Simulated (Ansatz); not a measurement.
The crystal is CdS (Hawleyite).

It takes space group F-43m (No. 216, cubic). Conventional cell: a = 5.833 Å, b = 5.833 Å, c = 5.833 Å, α = 90.00°, β = 90.00°, γ = 90.00°. Nearest to Cd lie 4 S at 2.53 Å. Nearest to S lie 4 Cd at 2.53 Å. Farther neighbours and most contacts between anions are not listed.

```xyz
2
Lattice="0.0000 2.9165 2.9165 2.9165 0.0000 2.9165 2.9165 2.9165 0.0000" Properties=species:S:1:pos:R:3 pbc="T T T"
Cd    0.0000    0.0000    0.0000
S     1.4583    1.4583    1.4583
```

The cell and positions come from the Crystallography Open Database and are kept as given unless a step says otherwise.

Gaps computed with Ansatz 0.2.0 without a self-energy: LDA 0.86 eV, PBE 1.14 eV, PBE0 2.85 eV and DDH-PBE0 2.24 eV.

Q: Estimate the G0W0@PBE gap with 4×4×4 mesh, 318 empty bands, screening to 200 eV, PAW set soft_1 files.

About 1.85 eV: on its mesh the run moves the gap from 1.13 eV by +0.71 eV. Among the scalar-relativistic levels given, DDH-PBE0 is nearest (+0.39 eV). Bands and cutoff are finite, so the gap is not at the basis limit. The miss can reach some tenths of an eV and take either sign; the mesh is an error of its own. The 4×4×4 mesh is coarse for this cell (its supercell is 16 Å along the shortest edge). The RPA ε∞ on it, from the PBE start, is 10.74; such meshes misread the long-range screening, most where the gap is narrow. The many-body steps are scalar-relativistic: spin-orbit coupling is not in them.

[Paths, hosts, dates, memory and timing lines, banners, echoed tables and standing remarks are left out of the program output.]

[Logs are printed without paths, hosts, clocks, repeated set-up lines and the standing remarks that a program may print on its own settings, such as how far it seeks lower states.]

[Runs of the session that timed out or met a known fault of the program may be left out.]

[Cells called generated may have been cut or substituted from an entry of the Crystallography Open Database or the Materials Project.]

[Hosts, paths, dates, database ids (printed as entryN), source tags and the programs' standing remarks are cut or masked in the printed files.]
